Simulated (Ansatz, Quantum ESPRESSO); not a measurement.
## Equation of state of rock salt MgO

How stiff is rock salt MgO under hydrostatic load? Each row scales the relaxed cell evenly and relaxes the atoms. The phase is followed to these pressures whether or not it stays the stable one.

Calculated with Quantum ESPRESSO 7.5, PBEsol, GBRV 1.5 ultrasoft potentials, cutoff 680 eV, Fermi–Dirac smearing 0.02 eV, k-mesh 11×11×11, no spin polarisation, no spin-orbit coupling.

Reference cell, relaxed at zero pressure with PBEsol (Fm-3m): a = 2.9796 Å, b = 2.9796 Å, c = 2.9796 Å, α = 60.00°, β = 60.00°, γ = 60.00°.

```
atom       x       y       z
  Mg  0.0000  0.0000  0.0000
   O  0.5000  0.5000  0.5000
```

```csv
V (Å³/atom),V/V0,P (GPa),E − E0 (meV/atom)
8.7910,0.9400,11.099,19.6
8.9781,0.9600,7.008,8.7
9.1651,0.9800,3.341,2.3
9.7262,1.0400,−5.718,6.2
9.9133,1.0600,−8.174,14.0
```

V0 = 9.3522 Å³ an atom, where the residual pressure P0 is +0.010 GPa. **Question.** Fit the Birch–Murnaghan law and give the pressure and the energy at V = 9.5392 Å³ an atom, a row left out above.

With the Eulerian strain f = ½[(V0/V)^(2/3) − 1] and F = (P − P0)/[3f(1 + 2f)^(5/2)], the third-order law is the line F = B0 + (3/2) B0 (B′ − 4) f.

```csv
f,F (GPa)
0.02106,158.32
0.01379,157.98
0.00678,158.30
−0.01290,157.99
−0.01905,157.81
```

A straight line through the 5 rows: the means are 0.001936 for f and 158.08 for F, Σ(Δx)² = 0.00119 and ΣΔxΔy = 0.01147, so the slope is 0.01147/0.00119 = 9.6381 and the intercept 158.08 − (9.6381)(0.001936) = 158.06.

Hence B0 = 158.1 GPa and B′ = 4 + (9.6)/(1.5 × 158.1) = 4.04. For the withheld volume f = −0.00656, F = 158.00 GPa and P = −3.00 GPa. The run itself gives −3.00 GPa, so the estimate misses by 0.00 GPa, a rounding's worth.

Integrating the same law gives E − E0 = (9/2) B0 V0 f²[1 + (B′ − 4) f] + P0(V0 − V), with 1 GPa Å³ = 6.2415 meV: 1.8 meV an atom. The run itself gives 1.4 meV, so the estimate misses by 0.4 meV; the fitted rows themselves lie up to 1.1 meV off the law.

The same fit over all rows at other levels or in other programs gives B0 = 157 GPa with PBEsol (Ansatz).

Measured volume: 9.334 Å³ an atom (American Mineralogist 61 266 1976, 297.15 K), so V0 is +0.2 % off. A stiffness follows the volume as d ln B/d ln V = −B′, which moves B0 by about +1 % when it is taken at the measured volume.

The calculation is for a static lattice, while measurements hold thermal and zero-point motion.

[Logs are printed without paths, hosts, clocks, repeated set-up lines and the standing remarks that a program may print on its own settings, such as how far it seeks lower states.]
